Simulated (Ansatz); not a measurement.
**Lattice dynamics of NbH2 (Fm-3m)**

Aim: the phonons of NbH2 (Fm-3m) at a cell relaxed beforehand at this level. After the zone centre comes a 4×4×4 q mesh on a 16×16×16 k mesh.

Method: DFT PBEsol, scalar-relativistic, plane waves, PAW, in Ansatz 0.2.0.

**1. Set-up**

Symmetry: Fm-3m, No. 225, cubic system. The conventional cell has a = 4.518 Å, b = 4.518 Å, c = 4.518 Å, α = 90.00°, β = 90.00°, γ = 90.00°. Nearest to Nb lie 8 H at 1.96 Å. H has 4 Nb at 1.96 Å nearest. Farther neighbours are not listed.

Coordinates:

```cif
data_structure
_symmetry_space_group_name_H-M 'Fm-3m'
_symmetry_Int_Tables_number 225
_cell_length_a 4.5178
_cell_length_b 4.5178
_cell_length_c 4.5178
_cell_angle_alpha 90.000
_cell_angle_beta 90.000
_cell_angle_gamma 90.000
_cell_volume 92.21
loop_
_atom_site_label
_atom_site_type_symbol
_atom_site_symmetry_multiplicity
_atom_site_Wyckoff_symbol
_atom_site_fract_x
_atom_site_fract_y
_atom_site_fract_z
_atom_site_occupancy
Nb1 Nb 4 a 0.00000 0.00000 0.00000 1
H1 H 8 c 0.25000 0.75000 0.75000 1
```

**2. Zone-centre response**

The cell comes from relaxations at this level that are not shown. The zone centre comes first: it holds the modes that light can see, as far as symmetry allows. No field response is asked, since the mesh shows no gap.

The input, input.yaml:

```yaml
crystal:
  lattice:
    - [0.0, 2.2588959129, 2.2588959129]
    - [2.2588959129, 0.0, 2.2588959129]
    - [2.2588959129, 2.2588959129, 0.0]
  atoms:
    - { symbol: Nb, position: [0.0, 0.0, 0.0] }
    - { symbol: H, position: [0.25, 0.25, 0.25] }
    - { symbol: H, position: [0.75, 0.75, 0.75] }
kpoints:
  mp_grid: { grid: [16, 16, 16] }
hamiltonian:
  xc: pbesol
scf:
  occupations: { method: methfessel_paxton, width: 0.15 }
output:
  eigenvalues: true
phonons:
  method: dfpt
```

Command:

```sh
ansatz run input.yaml --threads 4 --pin off --max-ram 7168MiB --backend cpu --events-out ev --progress --plain --runs-dir out
```

Numbers of over 12 decimals in the logs are rounded to 6 here.

What it wrote:

```text
zone centre: on kpoints.mp_grid the ground state, and the responses unless they are solved on pairs of k-points, stand on 349 of the mesh's 4096 k-points, reduced under 8 symmetry operations, with k and −k counted as one. Each operation leaves every solved displacement unchanged or reverses it
Engine: ansatz 0.2.0, aarch64-unknown-linux-gnu
Pseudopotentials: kind: paw
Pseudopotential: Nb, paw, valence charge 13, recommended cutoff 420 eV (normal), Nb.paw.azcp
Pseudopotential: H, paw, valence charge 1, recommended cutoff 420 eV (normal), H.paw.azcp
Functional definition: PBEsol
  exchange = pbesol_x
  correlation = pbesol_c
Crystal: 3 atoms, lattice volume = 23.053 Å³
Basis set: ecut = 420 eV, 459 PW (Γ), exchange–correlation on 48×48×48 points (8 copies of the dense FFT grid, shifted against one another)
Bands: 12, of which v1, the nominal top of the filled ones, is band 8 counted from 1 (7 counted from 0)
Symmetry: 48 space group operations
k-points: 349 of 4096 (irreducible under 8 space group operations, time reversal used)
Non-local potential: Nb, projectors of the file, l = 0: 3, l = 1: 2, l = 2: 2, l = 3: 1
Non-local potential: H, projectors of the file, l = 0: 2, l = 1: 1
PAW form: soft (Blöchl's): semilocal exchange-correlation on the pseudo side does not see the compensation charge
PAW frozen core: Nb, regenerated for the run's functional, and the local potential with it (the file was generated under x = pbe(κ = 0.804, μ = 0.219515), c = pbe(β = 0.066725))
PAW one-centre angular grid: Nb, 590 points (default); XC on 64 Gauss nodes
PAW one-centre angular grid: H, 110 points (default); XC on 64 Gauss nodes
Initial density: superposition of atomic densities (neutral atoms: chi_scale 0, normalization atom), corrected by the library's trained network
Initial wavefunctions: pseudopotential atomic-orbital guess
Functional: x = pbesol(κ = 0.804, μ = 0.123457), c = pbesol(β = 0.046)
SCF iter   1: F=—  HF=-4527.705313 eV  |F-HF|=—  |Δ(HF+E_count)|=         —  Δρ=7.79e-3  dr2=8.56e-3  ethr=1.77e-3  ⟨swp⟩=5.0  Hψ=22290  notcnv=0
preconditioner: auto → none  [metal: Δε(μ)=0.025 eV  Ē_g=8.960 eV  σ=0.150 eV  W_gap=0.14  n_scr=8 (ndim 8)  ℏωp=20.5 eV  f_vac=0.000  D(μ)=0.84/eV (n_scr^D=8)  sad-step TF]
SCF iter   2: F=—  HF=-4527.703545 eV  |F-HF|=—  |Δ(HF+E_count)|=   1.77e-3  S|Δr|=    0.00e0  Δρ=4.20e-3  dr2=2.64e-3  ethr=5.71e-5  ⟨swp⟩=1.0  Hψ=6980  notcnv=0
SCF iter   3: F=—  HF=-4527.702766 eV  |F-HF|=—  |Δ(HF+E_count)|=   7.79e-4  S|Δr|=    0.00e0  Δρ=2.54e-4  dr2=1.07e-5  ethr=1.76e-5  ⟨swp⟩=2.0  Hψ=4675  notcnv=0
SCF iter   4: F=—  HF=-4527.702765 eV  |F-HF|=—  |Δ(HF+E_count)|=   1.76e-6  S|Δr|=    0.00e0  Δρ=1.18e-4  dr2=1.93e-6  ethr=7.11e-8  ⟨swp⟩=2.2  Hψ=6299  notcnv=0
SCF iter   5: F=—  HF=-4527.702765 eV  |F-HF|=—  |Δ(HF+E_count)|=   3.87e-7  S|Δr|=    0.00e0  Δρ=2.68e-5  dr2=5.10e-8  ethr=1.29e-8  ⟨swp⟩=2.2  Hψ=6295  notcnv=0
SCF iter   6: F=—  HF=-4527.702765 eV  |F-HF|=—  |Δ(HF+E_count)|=   1.17e-8  S|Δr|=    0.00e0  Δρ=8.37e-6  dr2=6.05e-9  ethr=3.40e-10  ⟨swp⟩=1.0  Hψ=4128  notcnv=0
SCF iter   7: F=—  HF=-4527.702765 eV  |F-HF|=—  |Δ(HF+E_count)|=   1.89e-9  S|Δr|=    0.00e0  Δρ=7.46e-7  dr2=4.13e-11  ethr=4.03e-11  ⟨swp⟩=2.1  Hψ=6443  notcnv=0
SCF iter   8: F=-4527.702765 eV  HF=-4527.702765 eV  |F-HF|=1.82e-12  |Δ(HF+E_count)|=  1.82e-12  S|Δr|=    0.00e0  Δρ=4.74e-8  dr2=1.66e-13  ethr=1.00e-12  ⟨swp⟩=5.7  Hψ=16270  notcnv=0
SCF 1 converged in 8 iterations: F = -4527.702765 eV  dr2 = 1.66e-13
  greatest PAW one-centre occupation: 0.997 electrons in one spin orbital (limit 2), on the Nb atom at site 0 (counted from 0), in its partial waves of l = 0
DFPT response loops at Γ: preconditioner auto → Kerker (q_TF=auto, 2.540 Å⁻¹) (partly filled bands, converged f_vac=0.000); β = 1.00, the filter's whole step (`scf.mixing.beta` (0.50) is not read by the response loops under this deck's `scf.mixing.preconditioner`; to damp them name `kerker` or `kerker_dos`, under which they read `scf.mixing.beta`, and type it under 1.00, their step now; both keys bind the ground state too); Broyden in place of MSR1
SCF converged after 8 iterations
Stability not checked: this state was not tested for a lower state beside it, because cold or Methfessel-Paxton smearing, or corrected tetrahedra, fill the levels in a way that the test cannot read (fill_not_monotonic; see scf.lower_state_search)
Free energy (F): -4527.702765 eV
Harris-Foulkes:  -4527.702765 eV  (|F-HF|=1.82e-12)
Internal energy: -4527.703753 eV  (E = F + TS)
E sigma→0 (E₀):  -4527.703012 eV
Entropy (-TS):   0.000988 eV (0.329 meV/atom)
Fermi energy:    15.574170 eV
--- Per-component energies (eV) ---
  E_band       = -97.796289
  E_kinetic    = 424.342358
  E_local      = -790.367272  (includes V_loc(G=0)·N_el)
  E_nonlocal   = 124.086095
  E_hartree    = 245.665257
  E_xc         = -193.550095
  E_vxc        = -237.453313  (∫ρ·V_xc dr)
  E_paw        = -3018.688912  (= ΣΔE_a)
  E_vpaw       = -109.732173  (= ΣTr[D̂ρ^β])
  E_aug_tail   = -0.002497  (compensation charges beyond the density's cutoff)
  E_ewald      = -1319.377396
  E_core_change = 0.188709  (= ΣΔE_core)
  E_smearing   = 0.000988  (= −TS)
  E_closure    = 0.000000  (closes the sum)
  Σ components = -4527.702765   (vs F -4527.702765, Δ=0.00e0)
--- Band table (eV; the first three rows and the last of 349) ---
  k-point 0: bands = [... 4 lower, 4.7214, 14.1428, 14.1428, 14.1428, 14.4459, 16.8761, 16.8761, 28.0240]
  k-point 1: bands = [... 4 lower, 4.8331, 13.0242, 14.2001, 14.2001, 15.7013, 16.8261, 16.8261, 26.9141]
  k-point 2: bands = [... 4 lower, 5.1529, 11.9405, 14.3496, 14.3496, 16.7171, 16.7171, 17.1773, 25.6522]
  k-point 348: bands = [... 4 lower, 9.0647, 9.0647, 12.2648, 15.8881, 18.5701, 20.6182, 20.6182, 22.2522]
--- Phonons (Γ-DFPT): 2 representative perturbations + reference, on 349 of 4096 k-points (Σ response iterations 6) ---
  k mesh reduced under 8 symmetry operations, with k and −k counted as one. Each operation leaves every solved displacement unchanged or reverses it
  ASR residual: 1.375e-5 → 0.000e0 eV/Å²; symmetrization residual: 5.768e-7 eV/Å²
  ASR residual per site (eV/Å²): 1.38e-5 1.05e-5 1.05e-5
  Γ frequencies (cm⁻¹): 0.00 0.00 0.00 1110.98 1110.98 1110.98 1298.54 1298.54 1298.54
  non-analytic LO–TO correction: not included (Born effective charges unavailable; polar crystals: no LO–TO splitting at Γ)
```

Elapsed: 5.5 s, on 4 threads of Arm Neoverse V2, shared host; peak memory 0.54 GiB; 20 s of CPU time.

Numbers from this step:

```yaml
volume_per_atom: 7.684 Å³
gap_on_the_k_mesh: 0 eV
sum_rule_residual_before_enforcement: 1.38e-5 eV/Å²
point_group: m-3m
highest_optical_mode_at_the_zone_centre_no_lo_to_term: 1299 cm⁻¹
lowest_optical_zone_centre_mode: 1111 cm⁻¹
```

Patterns of degenerate modes are one choice out of their space. The modes at Γ (shares of kinetic energy by element, %):

```csv
mode,frequency (cm⁻¹),symmetry,Nb %,H %
1,0.0,acoustic,98,2
2,0.0,acoustic,98,2
3,0.0,acoustic,98,2
4,1111.0,T1u,2,98
5,1111.0,T1u,2,98
6,1111.0,T1u,2,98
7,1298.5,T2g,0,100
8,1298.5,T2g,0,100
9,1298.5,T2g,0,100
```

Displacements in mode 5 (1111.0 cm⁻¹), the largest set to 1:
```
Nb1  0.00  0.00 -0.02
H2   0.00  0.08  1.00
H3   0.00  0.08  1.00
```

Displacements in mode 9 (1298.5 cm⁻¹), the largest set to 1:
```
Nb1  0.00  0.00  0.00
H2   0.00  0.00 -1.00
H3   0.00  0.00  1.00
```

Before it was imposed, the acoustic sum rule was missed by 1.4e-5 eV/Å². Small misses are needed for a sound result but don't prove that mesh and cutoff are converged. The lowest optical mode is real, 1111 cm⁻¹.

**3. Phonons on a q mesh**

Stability and thermal properties need the whole zone. Linear response on a 4×4×4 q mesh gives force constants as far as a supercell of that size would.

input.yaml: that of step 2 with these lines changed.

```diff
@@ -19 +19,8 @@
   method: dfpt
+  qmesh: [4, 4, 4]
+  temperatures: { t_max: 1000, t_step: 50 }
+  qpath:
+    path:
+      - [[0.0, 0.0, 0.0], [0.5, 0.0, 0.5], [0.625, 0.25, 0.625]]
+      - [[0.375, 0.375, 0.75], [0.0, 0.0, 0.0], [0.5, 0.5, 0.5], [0.5, 0.25, 0.75], [0.5, 0.0, 0.5]]
+    npoints: 10
```

What it wrote:

```text
[...]
Crystal: 3 atoms, lattice volume = 23.053 Å³
Basis set: ecut = 420 eV, 459 PW (Γ), exchange–correlation on 48×48×48 points (8 copies of the dense FFT grid, shifted against one another)
Bands: 12, of which v1, the nominal top of the filled ones, is band 8 counted from 1 (7 counted from 0)
Symmetry: 48 space group operations
k-points: 145 of 4096
[...]
SCF iter   1: F=—  HF=-4527.705313 eV  |F-HF|=—  |Δ(HF+E_count)|=         —  Δρ=7.78e-3  dr2=8.56e-3  ethr=1.77e-3  ⟨swp⟩=5.0  Hψ=9278  notcnv=0
[...]
SCF iter   8: F=-4527.702765 eV  HF=-4527.702765 eV  |F-HF|=1.82e-12  |Δ(HF+E_count)|=  1.82e-12  S|Δr|=    0.00e0  Δρ=4.66e-8  dr2=1.59e-13  ethr=1.00e-12  ⟨swp⟩=5.6  Hψ=6730  notcnv=0
SCF 1 converged in 8 iterations: F = -4527.702765 eV  dr2 = 1.59e-13
[...]
phonons: the bands overlap, so this run is a metal and interpolates without the dipole-dipole term. If the crystal is really an insulator or semiconductor, its LO-TO splitting is missing
NSCF: frozen V_eff on 145 k-points
[...]
DFPT response loops at q = (0, 0, 0) (fractional): preconditioner auto → Kerker (q_TF=auto, 2.540 Å⁻¹) (partly filled bands, converged f_vac=0.000); β = 1.00, the filter's whole step (`scf.mixing.beta` (0.50) is not read by the response loops under this deck's `scf.mixing.preconditioner`; to damp them name `kerker` or `kerker_dos`, under which they read `scf.mixing.beta`, and type it under 1.00, their step now; both keys bind the ground state too); Broyden in place of MSR1
[...]
SCF converged after 8 iterations
[...]
Free energy (F): -4527.702765 eV
[...]
Internal energy: -4527.703753 eV  (E = F + TS)
E sigma→0 (E₀):  -4527.703012 eV
Entropy (-TS):   0.000988 eV (0.329 meV/atom)
Fermi energy:    15.574170 eV
[...]
--- Band table (eV; the first three rows and the last of 145) ---
  k-point 0: bands = [... 4 lower, 4.7214, 14.1428, 14.1428, 14.1428, 14.4459, 16.8761, 16.8761, 28.0240]
  k-point 1: bands = [... 4 lower, 4.8331, 13.0242, 14.2001, 14.2001, 15.7013, 16.8261, 16.8261, 26.9141]
  k-point 2: bands = [... 4 lower, 5.1529, 11.9405, 14.3496, 14.3496, 16.7171, 16.7171, 17.1773, 25.6522]
  k-point 144: bands = [... 4 lower, 9.0647, 9.0647, 12.2648, 15.8881, 18.5701, 20.6182, 20.6182, 22.2522]
--- Phonons (Γ-DFPT): 2 representative perturbations + reference (Σ response iterations 6) ---
  ASR residual: 1.083e-5 → 0.000e0 eV/Å²; symmetrization residual: 5.742e-7 eV/Å²
  ASR residual per site (eV/Å²): 1.07e-5 1.08e-5 1.08e-5
  Γ frequencies (cm⁻¹): 0.00 0.00 0.00 1110.98 1110.98 1110.98 1298.54 1298.54 1298.54
--- Phonons (arbitrary-q DFPT): 8 irreducible q on the 4×4×4 mesh ---
  q = [0.0000, 0.0000, 0.0000] (star 1, of the zone-centre solve; hermiticity 1.28e-7, symmetrization 1.27e-13): -0.00 -0.00 0.00 1110.98 1110.98 1110.98 1298.54 1298.54 1298.54
  q = [0.0000, 0.0000, 0.2500] (star 8, 2 solved perturbations on 2176 of 4096 k-point pairs; hermiticity 4.39e-8, symmetrization 4.47e-14): 93.39 93.39 171.19 1133.41 1133.41 1223.60 1309.95 1318.19 1318.19
[...]
q = [0.0000, 0.2500, 0.2500] (star 6, 4 solved perturbations in 3616 linear systems a pass and spin channel, the states on 1160 of 4096 k-point pairs; hermiticity 4.17e-8, symmetrization 4.00e-14): 118.21 118.21 191.60 1127.92 1127.92 1243.24 1296.80 1339.20 1339.20
[...]
sum rule: each row above includes the acoustic sum rule's correction from the zone centre's row sums; it moved no ω² by more than (1.71 cm⁻¹)²
  mesh force constants: q→R imaginary residual 2.04e-18; ASR residual 1.083e-5 → 0.000e0 eV/Å²; symmetrization residual 7.105e-15 eV/Å²
  interpolated dispersion: 62 rows × 9 modes
  density of states and harmonic sums: on the 24×24×24 q-mesh, interpolated from the force constants of a 4×4×4 supercell (no non-analytic term)
  largest difference from the sums on the solved wave vectors: F 1.22e-2 eV, S 1.62e-5 and C_V 4.04e-6 eV/K
  zero-point energy: 0.499734 eV/cell   skipped modes (ω ≤ 0): 3   left out of the sums: 2.41e-5 of the cell's modes: C_V's classical limit lies that fraction below 3 k_B per atom; for a crystal, a wire or a layer, F and S can be off by more, and a phonons.interpolated_qmesh denser along its periods is the remedy for the sampling
```

Run time: 3 min. Hardware: 4 threads; peak memory 2.6 GiB; 11 min of CPU time.

This step gave:

| Property | Result |
| --- | --- |
| sum-rule residual before enforcement | 1.08e-5 eV/Å² |
| lowest frequency on the path | 0 cm⁻¹ |
| highest frequency on the path or at a solved wavevector | 1402 cm⁻¹ |
| mean frequency | 895.7 cm⁻¹ |
| Debye temperature (second moment) | 1926 K |
| logarithmic mean frequency | 627.7 cm⁻¹ |
| lowest mode on the q mesh (acoustic modes at Γ apart) | 93.39 cm⁻¹ |
| zero-point energy per atom | 166.6 meV |
| heat capacity at 300 K | 9.359 J/(mol atoms K) |
| vibrational entropy at 300 K | 11.25 J/(mol atoms K) |
| edges of the widest gap between branches, on path and mesh | 228.1, 1107 cm⁻¹ |

Frequencies (cm⁻¹) solved at each irreducible wavevector; negative means imaginary. Frequencies by wavevector, by row:

```csv
q in reciprocal lattice units,star,mode 1,mode 2,mode 3,mode 4,mode 5,mode 6,mode 7,mode 8,mode 9
0 0 0,1,0,0,0,1111,1111,1111,1298,1298,1298
0 0 0.25,8,93.4,93.4,171.2,1133,1133,1224,1310,1318,1318
0 0 -0.5,4,143.7,143.7,204.9,1178,1178,1280,1308,1308,1316
0 0.25 0.25,6,118.2,118.2,191.6,1128,1128,1243,1297,1339,1339
0 0.25 -0.5,24,158.3,161.5,205.8,1200,1213,1225,1310,1310,1364
0 0.25 -0.25,12,132.2,146.2,205.7,1181,1194,1249,1291,1319,1342
0 -0.5 -0.5,3,171,171,228.1,1191,1269,1269,1295,1295,1376
0.25 -0.5 -0.25,6,157.3,200.5,200.5,1190,1257,1278,1278,1287,1402
```

Interpolated from a 4×4×4 q mesh. The phonon branches at the labelled points (cm⁻¹):

```csv
point,branch 1,branch 2,branch 3,branch 4,branch 5,branch 6,branch 7,branch 8,branch 9
Γ,0,0,0,1111,1111,1111,1298,1298,1298
halfway,118,118,192,1128,1128,1243,1297,1339,1339
X,171,171,228,1191,1269,1269,1295,1295,1376
halfway,170,174,222,1193,1265,1269,1286,1296,1383
U,167,184,203,1202,1250,1262,1270,1300,1391
jump to K,167,184,203,1202,1250,1262,1270,1300,1391
halfway,104,113,195,1142,1163,1272,1276,1301,1341
Γ,0,0,0,1111,1111,1111,1298,1298,1298
halfway,93,93,171,1133,1133,1224,1310,1318,1318
L,144,144,205,1178,1178,1280,1308,1308,1316
halfway,152,170,200,1205,1213,1232,1299,1306,1364
W,157,200,200,1190,1257,1278,1278,1287,1402
halfway,164,182,217,1192,1262,1272,1288,1290,1389
X,171,171,228,1191,1269,1269,1295,1295,1376
```

The phonon branches as a text plot (rows in cm⁻¹):

```
   1372 |        **************                      ************
   1314 |********************************************************
   1256 |   ****    **************           ********************
   1197 |   *   ****************  **       **   *****************
   1139 |*** ****              *****************
   1080 | ***                       **
   1022 |
    964 |
    905 |
    847 |
    788 |
    730 |
    672 |
    613 |
    555 |
    496 |
    438 |
    380 |
    321 |
    263 |
    204 |      *******************           ********************
    146 |   ********************  **      *** *******************
     88 |  ****                 *****    * ***
     29 |***                        *******
         Γ           X  U|K            Γ         L        W     X
```

Tetrahedra on a 24×24×24 mesh, mean over bins of 20 cm-1. Interpolated from a 4×4×4 q mesh. Phonon density of states against wavenumber; read off at these points:

```csv
wavenumber (cm⁻¹),phonon density of states (1/cm⁻¹/cell)
10,7.0e-5
50,0.00154
90,0.00548
130,0.0170
150,0.0369
170,0.0236
190,0.0181
210,0.0327
230,0.00165
270,0
310,0
350,0
390,0
430,0
470,0
510,0
530,0
570,0
610,0
650,0
690,0
730,0
770,0
810,0
850,0
890,0
910,0
950,0
990,0
1030,0
1070,0
1110,0.00494
1150,0.0106
1190,0.0257
1210,0.0272
1230,0.0253
1250,0.0245
1290,0.0278
1310,0.0561
1330,0.0319
1370,0.0104
1410,7.0e-5
```

The partial phonon density of states has structure finer than the step of the table below, so its rows give means over 50 cm⁻¹, whole bins alone (the curve runs from -10 to 1453 cm⁻¹). Peaks (cm⁻¹: height): H 1204.2: 0.0283, 1305.4: 0.0484; Nb 155.6: 0.0330, 201.6: 0.0306.

Phonopy on the run's constants, 21x21x21 mesh, Gaussian sigma 10.4 cm-1. Interpolated from a 4×4×4 q mesh. Partial phonon density of states against wavenumber; means over each step; values in 1/cm⁻¹/cell:

```csv
wavenumber (cm⁻¹),H,Nb
50,3.9e-5,0.00175
100,1.5e-4,0.00798
150,3.3e-4,0.0261
200,9.2e-5,0.0221
250,2.6e-6,0.00129
300,0,0
350,0,0
400,0,0
450,0,0
500,0,0
550,0,0
600,0,0
650,0,0
700,0,0
750,0,0
800,0,0
850,0,0
900,0,0
950,0,0
1000,0,0
1050,8.7e-7,0
1100,0.00289,6.2e-5
1150,0.0112,1.9e-4
1200,0.0247,1.9e-4
1250,0.0216,8.2e-5
1300,0.0361,6.9e-5
1350,0.0179,1.6e-5
1400,0.00503,1.7e-6
```

Harmonic thermodynamic functions per atom, from the density of states. Interpolated from a 4×4×4 q mesh. Thermodynamic functions, by row:

```csv
T (K),F_vib (meV/atom),S (J/mol-atom/K),C_V (J/mol-atom/K)
0,166.6,0,0
50,166.5,0.735,2.028
100,165.5,3.312,5.39
200,159.5,7.875,7.573
300,149.6,11.25,9.359
400,136.3,14.28,11.84
500,120,17.19,14.29
600,100.7,19.98,16.36
700,78.62,22.63,18
800,53.86,25.12,19.26
900,26.6,27.45,20.23
1000,-2.99,29.62,20.99
```

Harmonic mean-square displacement, third of the trace. Interpolated from a 4×4×4 q mesh. Mean square displacements, by row:

```csv
T (K),Nb1 U_eq (Å²),H2 U_eq (Å²),H3 U_eq (Å²)
0,0.00122,0.0139,0.0139
100,0.00177,0.01436,0.01436
300,0.00427,0.01622,0.01622
600,0.00833,0.02037,0.02037
```

Symmetry leaves 8 wavevectors to solve. The lowest mode among them, the acoustic zeros apart, lies at q = (0, 0, 0.25) and is real, 93.4 cm⁻¹.

**4. Outcome**

- space group (within 0.01 Å): Fm-3m
- volume per atom: 7.68 Å³
- electronic character: no gap on this mesh
- highest optical mode at the zone centre (no LO-TO term): 1299 cm⁻¹
- lowest optical zone-centre mode: 1111 cm⁻¹
- lowest mode on the q mesh (acoustic modes at Γ apart): 93.4 cm⁻¹
- highest frequency on the path or at a solved wavevector: 1402 cm⁻¹
- zero-point energy per atom: 167 meV
- heat capacity at 300 K: 9.36 J/(mol atoms K)
- vibrational entropy at 300 K: 11.3 J/(mol atoms K)
- Debye temperature (second moment): 1926 K
- imaginary modes on the 4×4×4 q mesh: none

In words: The structure is a minimum as far as tested: no mode is imaginary at the 8 irreducible wavevectors of the 4×4×4 mesh, and the softest away from the acoustic zeros lies at 93 cm⁻¹. The optical modes at Γ span 1111 to 1299 cm⁻¹. The highest mode in this list at Γ, 1298.5 cm⁻¹, is mostly motion of H (100 % of the kinetic energy). On the path and the mesh, the widest gap between branches runs from 228 to 1107 cm⁻¹. With no gap, or one that is small against the smearing, the frequencies hang on the k mesh and the smearing, most of all near Kohn anomalies. The phonon runs are without spin polarisation, although the cell has an odd electron count. These are harmonic frequencies at zero temperature: anharmonic shifts, linewidths and thermal expansion are left out.

[Logs are printed without paths, hosts, clocks, repeated set-up lines and the standing remarks that a program may print on its own settings, such as how far it seeks lower states.]

[Hosts, paths, dates, database ids (printed as entryN), source tags and the programs' standing remarks are cut or masked in the printed files.]
